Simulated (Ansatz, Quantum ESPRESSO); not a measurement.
# MgO (Periclase): third-order response, part 2 of 3

Aim: Raman and infrared lines of MgO (Periclase).

Quantum ESPRESSO 8.0 development, patched; DFT LDA, scalar-relativistic, plane waves, PseudoDojo norm-conserving pseudopotentials.

So far. Step 2 (A first look): A gap of 4.7 eV opens on this mesh, so the crystal is taken as an insulator; the start stands at -6.5 GPa. Step 4 (Ground state): The cell stands at -0.065 GPa, close enough for phonons. The relaxed cell has a = 4.160 Å (conventional setting).

The database entry behind the starting cell differs from later determinations by our own check (about 0.1 % long), so it need not match the best structure at ambient conditions.

### Step 5. Zone-centre response

At q = 0 one unit cell holds all displacements; symmetry groups them into irreducible representations that are solved one by one. The response to a field gives ε∞ and the Born charges, which polar modes need. Third-order response adds the Raman tensors.

ph.in reads:

```
phonons
&inputph
   prefix = 'x'
   outdir = './tmp'
   fildyn = 'g.dyn'
   tr2_ph = 1.0d-18
   epsil = .true.
   lraman = .true.
   elop = .true.
/
0.000000000000 0.000000000000 0.000000000000
```

The run is started by

```sh
OMP_NUM_THREADS=1 mpirun -n 2 ph.x -nk 2 -in ph.in > ph.out
```

Output:

```text
[banners, grids, parts of the stress and lines that vanish by symmetry left out]
[banner, memory and clock lines left out]
Program PHONON v.8.0dev

     Dynamical matrices for q-points given in input
     (   1q-points):
       N         xq(1)         xq(2)         xq(3)
       1   0.000000000   0.000000000   0.000000000

     ./tmp/x.save/

     IMPORTANT: XC functional enforced from input :
     Exchange-correlation= PW
                           (   1   4   0   0   0   0   0)
     Any further DFT definition will be discarded
     Please, verify this is what you really want

     G-vector sticks info

     Reading collected, re-writing distributed wavefunctions in ./tmp/

     Number and degeneracy of irreps per q-point
       N         xq(1)         xq(2)         xq(3)   N irreps
       1   0.000000000   0.000000000   0.000000000       2
        3   3

     Calculation of q =    0.0000000   0.0000000   0.0000000

     phonons

     bravais-lattice index     =            2
     lattice parameter (alat)  =       7.8619  a.u.
     unit-cell volume          =     121.4836 (a.u.)^3
     number of atoms/cell      =            2
     number of atomic types    =            2
     kinetic-energy cut-off    =      84.0000  Ry
     charge density cut-off    =     336.0000  Ry
     convergence threshold     =      1.0E-18
     beta                      =       0.7000
     number of iterations used =            4
     Exchange-correlation= PW
                           (   1   4   0   0   0   0   0)

     celldm(1)=    7.86187  celldm(2)=    0.00000  celldm(3)=    0.00000
     celldm(4)=    0.00000  celldm(5)=    0.00000  celldm(6)=    0.00000

     crystal axes: (cart. coord. in units of alat)
               a(1) = ( -0.5000  0.0000  0.5000 )
               a(2) = (  0.0000  0.5000  0.5000 )
               a(3) = ( -0.5000  0.5000  0.0000 )

     reciprocal axes: (cart. coord. in units 2 pi/alat)
               b(1) = ( -1.0000 -1.0000  1.0000 )
               b(2) = (  1.0000  1.0000  1.0000 )
               b(3) = ( -1.0000  1.0000 -1.0000 )

     Atoms inside the unit cell:

     Cartesian axes

     site n.  atom      mass           positions (alat units)
        1  Mg     24.3050   tau(    1) = (    0.00000    0.00000    0.00000  )
        2  O      15.9990   tau(    2) = (   -0.50000    0.50000    0.50000  )

     Computing dynamical matrix for
                    q = (   0.0000000   0.0000000   0.0000000 )

     49 Sym.Ops. (with q -> -q+G )

     G cutoff =  526.0551  (  12627 G-vectors)     FFT grid: ( 36, 36, 36)
     number of k points=    29
                       cart. coord. in units 2pi/alat
        k(    1) = (   0.0000000   0.0000000   0.0000000), wk =   0.0039062
        k(    2) = (  -0.1250000   0.1250000  -0.1250000), wk =   0.0312500
        k(    3) = (  -0.2500000   0.2500000  -0.2500000), wk =   0.0312500
        [... further k-points left out ...]

     PseudoPot. # 1 for Mg read from file:
     ./pseudo/Mg.upf
     Pseudo is Norm-conserving, Zval = 10.0

     PseudoPot. # 2 for O  read from file:
     ./pseudo/O.upf
     Pseudo is Norm-conserving + core correction, Zval =  6.0

     Mode symmetry, O_h (m-3m)  point group:

     Electric field:
     Dielectric constant
     Born effective charges as d Force / d E
     Raman tensor
     Electro-optic tensor

     Atomic displacements:
     There are    2 irreducible representations

     Representation     1      3 modes -  To be done

     Representation     2      3 modes -  To be done

     Alpha used in Ewald sum =   2.8000

     Electric Fields Calculation

     The passes end when |ddv_scf|^2 is under  1.2E-19 (on this mesh; tr2_ph alone asks  1.0E-18)

      iter #   1   av.it.:   5.9
      thresh= 1.000E-02 alpha_mix =  0.700 |ddv_scf|^2 =  8.629E-09

      [... iterations left out ...]
      iter #   7   av.it.:  11.9
      thresh= 1.088E-10 alpha_mix =  0.700 |ddv_scf|^2 =  2.289E-20

     End of electric fields calculation

          Dielectric constant in cartesian axis

          (       3.174485893      -0.000000000       0.000000000 )
          (      -0.000000000       3.174485893       0.000000000 )
          (      -0.000000000       0.000000000       3.174485893 )

          Effective charges (d Force / dE) in cartesian axis without acoustic sum rule applied (asr)

           atom    1  Mg    Mean Z*:        1.97171
      Ex  (        1.97171       -0.00000        0.00000 )
      Ey  (        0.00000        1.97171       -0.00000 )
      Ez  (       -0.00000       -0.00000        1.97171 )
           atom    2  O     Mean Z*:       -1.97227
      Ex  (       -1.97227       -0.00000       -0.00000 )
      Ey  (       -0.00000       -1.97227        0.00000 )
      Ez  (       -0.00000        0.00000       -1.97227 )

          Effective charges Sum: Mean:       -0.00055
             -0.00055       -0.00000       -0.00000
             -0.00000       -0.00055        0.00000
             -0.00000        0.00000       -0.00055

          Effective charges (d Force / dE) in cartesian axis with asr applied:
           atom    1  Mg    Mean Z*:        1.97199
      E*x (        1.97199        0.00000        0.00000 )
      E*y (        0.00000        1.97199       -0.00000 )
      E*z (        0.00000       -0.00000        1.97199 )
           atom    2  O     Mean Z*:       -1.97199
      E*x (       -1.97199       -0.00000       -0.00000 )
      E*y (       -0.00000       -1.97199        0.00000 )
      E*z (       -0.00000        0.00000       -1.97199 )

     Calling punch_plot_e
     Writing on file  drho

     Computing Pc [DH,Drho] |psi>

     Derivative coefficient:  0.001000    Threshold: 1.00E-12
     Non-scf  u_k: avg # of iterations = 12.1
     Non-scf Du_k: avg # of iterations = 24.9

          Dielectric constant from finite-differences

          (       3.174381562       0.000000000      -0.000000000 )
          (       0.000000000       3.174381562       0.000000000 )
          (      -0.000000000      -0.000000000       3.174381562 )

              Electro-optic tensor is defined as
            the derivative of the dielectric tensor
              with respect to one electric field
                 units are Rydberg a.u.

            to obtain the static chi^2 multiply by 1/2

            to convert to pm/Volt multiply per 2.7502

          Electro-optic tensor in cartesian axis:

          (      -0.000000000      -0.000000000       0.000000000 )
          (      -0.000000000      -0.000000000      -0.000000000 )
          (       0.000000000       0.000000000       0.000000000 )

          (      -0.000000000      -0.000000000      -0.000000000 )
          (      -0.000000000      -0.000000000      -0.000000000 )
          (      -0.000000000       0.000000000      -0.000000000 )

          (      -0.000000000       0.000000000       0.000000000 )
          (      -0.000000000       0.000000000       0.000000000 )
          (       0.000000000       0.000000000       0.000000000 )

          Electro-optic tensor: contribution #   1

          (      -0.000000000      -0.000000000       0.000000000 )
          (      -0.000000000      -0.000000000       0.000000000 )
          (      -0.000000000       0.000000000      -0.000000000 )

          (      -0.000000000      -0.000000000       0.000000000 )
          (      -0.000000000      -0.000000000       0.000000000 )
          (       0.000000000       0.000000000       0.000000000 )

          (      -0.000000000      -0.000000000      -0.000000000 )
          (      -0.000000000      -0.000000000      -0.000000000 )
          (      -0.000000000       0.000000000      -0.000000000 )

          Electro-optic tensor: contribution #   2

          (      -0.000000000      -0.000000000       0.000000000 )
          (       0.000000000       0.000000000       0.000000000 )
          (      -0.000000000      -0.000000000       0.000000000 )

          (      -0.000000000      -0.000000000       0.000000000 )
          (       0.000000000       0.000000000       0.000000000 )
          (       0.000000000       0.000000000       0.000000000 )

          (      -0.000000000      -0.000000000      -0.000000000 )
          (      -0.000000000      -0.000000000       0.000000000 )
          (      -0.000000000      -0.000000000       0.000000000 )

     Computing Second order response

      iter #   1   av.it.:   6.9
      thresh= 1.000E-02 alpha_mix =  0.700 |ddv_scf|^2 =  8.756E-09

      [... iterations left out ...]
      iter #   8   av.it.:  12.6
      thresh= 6.721E-11 alpha_mix =  0.700 |ddv_scf|^2 =  1.907E-20

          Raman tensor (au^-1) in cartesian axis

           atom      1
          (       0.000000000       0.000000000      -0.000000000 )
          (       0.000000000       0.000000000      -0.000000000 )
          (       0.000000000       0.000000000      -0.000000000 )

          (       0.000000000      -0.000000000      -0.000000000 )
          (       0.000000000       0.000000000      -0.000000000 )
          (      -0.000000000      -0.000000000      -0.000000000 )

          (       0.000000000       0.000000000      -0.000000000 )
          (       0.000000000      -0.000000000       0.000000000 )
          (       0.000000000       0.000000000      -0.000000000 )

           atom      2
          (       0.000000000       0.000000000       0.000000000 )
          (       0.000000000       0.000000000      -0.000000000 )
          (       0.000000000      -0.000000000      -0.000000000 )

          (      -0.000000000       0.000000000       0.000000000 )
          (       0.000000000       0.000000000       0.000000000 )
          (       0.000000000       0.000000000      -0.000000000 )

          (       0.000000000       0.000000000       0.000000000 )
          (       0.000000000       0.000000000      -0.000000000 )
          (      -0.000000000      -0.000000000       0.000000000 )

     Raman tensor (A^2)

     atom #    1    pol.  1
      0.696045881811E-22      0.156936886489E-21     -0.401206071285E-22
      0.115136812085E-21      0.651260087807E-22     -0.244455792271E-22
      0.763224572817E-22      0.740831675815E-22     -0.154884204264E-22
     atom #    1    pol.  2
      0.487045509793E-22     -0.130625232511E-23     -0.669920835309E-22
      0.136036849287E-21      0.442259715789E-22     -0.334027380279E-22
[...]
atom #    1    pol.  3
[...]
atom #    2    pol.  1
[...]
atom #    2    pol.  2
[...]
atom #    2    pol.  3
[...]
-0.317979137428E-21     -0.282150502225E-21      0.447857940039E-23

     Representation #   1 modes #   1   2   3

     Self-consistent Calculation

     The passes end when |ddv_scf|^2 is under  1.2E-19 (on this mesh; tr2_ph alone asks  1.0E-18)

      iter #   1   av.it.:   7.0
      thresh= 1.000E-02 alpha_mix =  0.700 |ddv_scf|^2 =  1.123E-06

      [... iterations left out ...]
      iter #   7   av.it.:  12.4
      thresh= 4.576E-10 alpha_mix =  0.700 |ddv_scf|^2 =  9.013E-20

     End of self-consistent calculation

     Convergence has been achieved

     Representation #   2 modes #   4   5   6

     Self-consistent Calculation

     The passes end when |ddv_scf|^2 is under  1.2E-19 (on this mesh; tr2_ph alone asks  1.0E-18)

      iter #   1   av.it.:   7.7
      thresh= 1.000E-02 alpha_mix =  0.700 |ddv_scf|^2 =  4.369E-06

      [... iterations left out ...]
      iter #   8   av.it.:  12.2
      thresh= 1.764E-10 alpha_mix =  0.700 |ddv_scf|^2 =  5.433E-21

     End of self-consistent calculation

     Convergence has been achieved

     Number of q in the star =    1
     List of q in the star:
          1   0.000000000   0.000000000   0.000000000

          Dielectric constant in cartesian axis

          (       3.174485893      -0.000000000       0.000000000 )
          (      -0.000000000       3.174485893       0.000000000 )
          (      -0.000000000       0.000000000       3.174485893 )

          Effective charges (d Force / dE) in cartesian axis without acoustic sum rule applied (asr)

           atom    1  Mg    Mean Z*:        1.97171
      Ex  (        1.97171       -0.00000        0.00000 )
      Ey  (        0.00000        1.97171       -0.00000 )
      Ez  (       -0.00000       -0.00000        1.97171 )
           atom    2  O     Mean Z*:       -1.97227
      Ex  (       -1.97227       -0.00000       -0.00000 )
      Ey  (       -0.00000       -1.97227        0.00000 )
      Ez  (       -0.00000        0.00000       -1.97227 )

          Effective charges Sum: Mean:       -0.00055
             -0.00055       -0.00000       -0.00000
             -0.00000       -0.00055        0.00000
             -0.00000        0.00000       -0.00055

          Effective charges (d Force / dE) in cartesian axis with asr applied:
           atom    1  Mg    Mean Z*:        1.97199
      E*x (        1.97199        0.00000        0.00000 )
      E*y (        0.00000        1.97199       -0.00000 )
      E*z (        0.00000       -0.00000        1.97199 )
           atom    2  O     Mean Z*:       -1.97199
      E*x (       -1.97199       -0.00000       -0.00000 )
      E*y (       -0.00000       -1.97199        0.00000 )
      E*z (       -0.00000        0.00000       -1.97199 )

     Diagonalizing the dynamical matrix

     q = (    0.000000000   0.000000000   0.000000000 )

 **************************************************************************
     freq (    1) =       0.088988 [THz] =       2.968316 [cm-1]
     freq (    2) =       0.088988 [THz] =       2.968316 [cm-1]
     freq (    3) =       0.088988 [THz] =       2.968316 [cm-1]
     freq (    4) =      12.266431 [THz] =     409.164107 [cm-1]
     freq (    5) =      12.266431 [THz] =     409.164107 [cm-1]
     freq (    6) =      12.266431 [THz] =     409.164107 [cm-1]
 **************************************************************************

     Mode symmetry, O_h (m-3m)  point group:

     freq (   1-   3) =          3.0  [cm-1]   --> T_1u G_15  G_4- I
     freq (   4-   6) =        409.2  [cm-1]   --> T_1u G_15  G_4- I
```

It took 2.9 min on 2 MPI ranks of Intel Xeon Platinum 8488C (Sapphire Rapids), shared host; 5.7 min of CPU time.

Numbers from this step:

```
miss of the charge sum rule                                       : 5.60e-4 e
largest acoustic frequency at the zone centre before the sum rule : 2.97 cm⁻¹
highest optical zone-centre mode (no LO-TO term)                  : 409.2 cm⁻¹
lowest optical zone-centre mode                                   : 409.2 cm⁻¹
mean high-frequency dielectric constant                           : 3.175
largest Born charge in size (third of the trace)                  : 1.972 e
```

Born charge (rows field, columns displacement), before the sum rule (e), principal values of the symmetric part by kind of site:

| atom | atoms with these values | low | middle | high | mean |
| --- | --- | --- | --- | --- | --- |
| Mg1 | 1 | 1.97 | 1.97 | 1.97 | 1.97 |
| O2 | 1 | -1.97 | -1.97 | -1.97 | -1.97 |

In full for O2:

```
-1.97  0.00  0.00
 0.00 -1.97  0.00
 0.00  0.00 -1.97
```

High-frequency dielectric tensor:

```
3.17 0.00 0.00
0.00 3.17 0.00
0.00 0.00 3.17
```

The acoustic modes at Γ come out as far as 3.0 cm⁻¹ from zero, where they should vanish, a small numerical error; the Born charges miss their sum rule by 5.6e-4 e, which is good.

### Step 6. Zone-centre analysis

A rigid shift of the crystal must cost nothing, but grids and finite bases break this; the acoustic sum rule is imposed before the matrix is diagonalised again. With Born charges the intensities follow, and the static dielectric tensor.

dynmat.in reads:

```
&input
   fildyn = 'g.dyn'
   asr = 'simple'
   fileig = 'dynmat.eig'
   lperm = .true.
/
```

The run is started by

```sh
dynmat.x -in dynmat.in > dynmat.out
```

Output:

```text
[banner, memory and clock lines left out]
Program DYNMAT v.8.0dev

     Reading Dynamical Matrix from file g.dyn
     ...Force constants read
     ...epsilon and Z* read
     ...Raman cross sections read
     A direction for q was not specified:TO-LO splitting will be absent

     Polarizability (A^3 units)
     multiply by 0.579768 for Clausius-Mossotti correction (not under assume_isolated = 'mt')
         3.115069   -0.000000   -0.000000
        -0.000000    3.115069    0.000000
         0.000000    0.000000    3.115069

     IR activities are in (D/A)^2/amu units

# mode   [cm-1]    [THz]      IR
    1     -0.00   -0.0000    0.0000
    2     -0.00   -0.0000    0.0000
    3      0.00    0.0000    0.0000
    4    409.16   12.2662    9.2990
    5    409.16   12.2662    9.2990
    6    409.16   12.2662    9.2990

Electronic dielectric permittivity tensor (relative, adimensional)
         3.174486   -0.000000   -0.000000
        -0.000000    3.174486    0.000000
         0.000000    0.000000    3.174486

 ... with zone-center polar mode contributions
         9.755426   -0.000000    0.000000
        -0.000000    9.755426   -0.000000
         0.000000   -0.000000    9.755426
```

The job ended after 0.65 s (1 thread).

This step gave:

- mean static dielectric constant: 9.755

Unit eigenvectors of the mass-weighted matrix after the sum rule; no LO-TO term. The modes at Γ (shares of kinetic energy by element, %):

| mode | frequency (cm⁻¹) | symmetry | Mg % | O % |
| --- | --- | --- | --- | --- |
| 1 | 0.0 | acoustic | 60 | 40 |
| 2 | 0.0 | acoustic | 60 | 40 |
| 3 | 0.0 | acoustic | 60 | 40 |
| 4 | 409.2 | T1u | 40 | 60 |
| 5 | 409.2 | T1u | 40 | 60 |
| 6 | 409.2 | T1u | 40 | 60 |

Displacements in mode 4 (409.2 cm⁻¹), the largest set to 1:
```
Mg1  0.00  0.00 -0.66
O2   0.00  0.00  1.00
```

Degenerate modes summed, no LO-TO term. Lines of the infrared spectrum (strongest = 100):

| position (cm⁻¹) | lines merged | label | IR intensity, relative |
| --- | --- | --- | --- |
| 409 | 3 | T1u | 100 |

Static dielectric tensor (ions relaxed, fixed cell):

```
9.76 0.00 0.00
0.00 9.76 0.00
0.00 0.00 9.76
```

The rule moves no optical mode by more than 0.1 cm⁻¹.

### Step 7. Sum rules set otherwise (asr crystal)

The rule can be imposed in more than one way; the choices should agree where the raw error is small.

dynmat.in reads:

```
&input
   fildyn = 'g.dyn'
   asr = 'crystal'
   fileig = 'dynmat.eig'
   lperm = .true.
/
```

The run is started by

```sh
dynmat.x -in dynmat.in > dynmat.out
```

Output:

```text
[banner, memory and clock lines left out]
Program DYNMAT v.8.0dev

     Reading Dynamical Matrix from file g.dyn
     ...Force constants read
     ...epsilon and Z* read
     ...Raman cross sections read
     Acoustic Sum Rule: || Z*(ASR) - Z*(orig)|| =    6.792344E-04
     Acoustic Sum Rule: ||dyn(ASR) - dyn(orig)||=    4.341895E-05
     A direction for q was not specified:TO-LO splitting will be absent

     Polarizability (A^3 units)
     multiply by 0.579768 for Clausius-Mossotti correction (not under assume_isolated = 'mt')
         3.115069   -0.000000   -0.000000
        -0.000000    3.115069    0.000000
         0.000000    0.000000    3.115069

     IR activities are in (D/A)^2/amu units

# mode   [cm-1]    [THz]      IR
    1     -0.00   -0.0000    0.0000
    2     -0.00   -0.0000    0.0000
    3     -0.00   -0.0000    0.0000
    4    409.17   12.2666    9.2990
    5    409.17   12.2666    9.2990
    6    409.17   12.2666    9.2990

Electronic dielectric permittivity tensor (relative, adimensional)
         3.174486   -0.000000   -0.000000
        -0.000000    3.174486    0.000000
         0.000000    0.000000    3.174486

 ... with zone-center polar mode contributions
         9.755064    0.000000    0.000000
         0.000000    9.755064    0.000000
         0.000000    0.000000    9.755064
```

The job ended after 0.65 s (1 thread).

Zone-centre frequencies as printed; negative means imaginary. Modes:

| mode | frequency (cm⁻¹) |
| --- | --- |
| 1 | 0 |
| 2 | 0 |
| 3 | 0 |
| 4 | 409.2 |
| 5 | 409.2 |
| 6 | 409.2 |

Against the first rule no mode moves by more than 0.1 cm⁻¹.

(Continued in part 3 of 3.)

[Host names and launcher messages were left out of these logs when they were recorded.]

[Logs are printed without paths, hosts, clocks, repeated set-up lines and the standing remarks that a program may print on its own settings, such as how far it seeks lower states.]

[Hosts, paths, dates, database ids (printed as entryN), source tags and the programs' standing remarks are cut or masked in the printed files.]
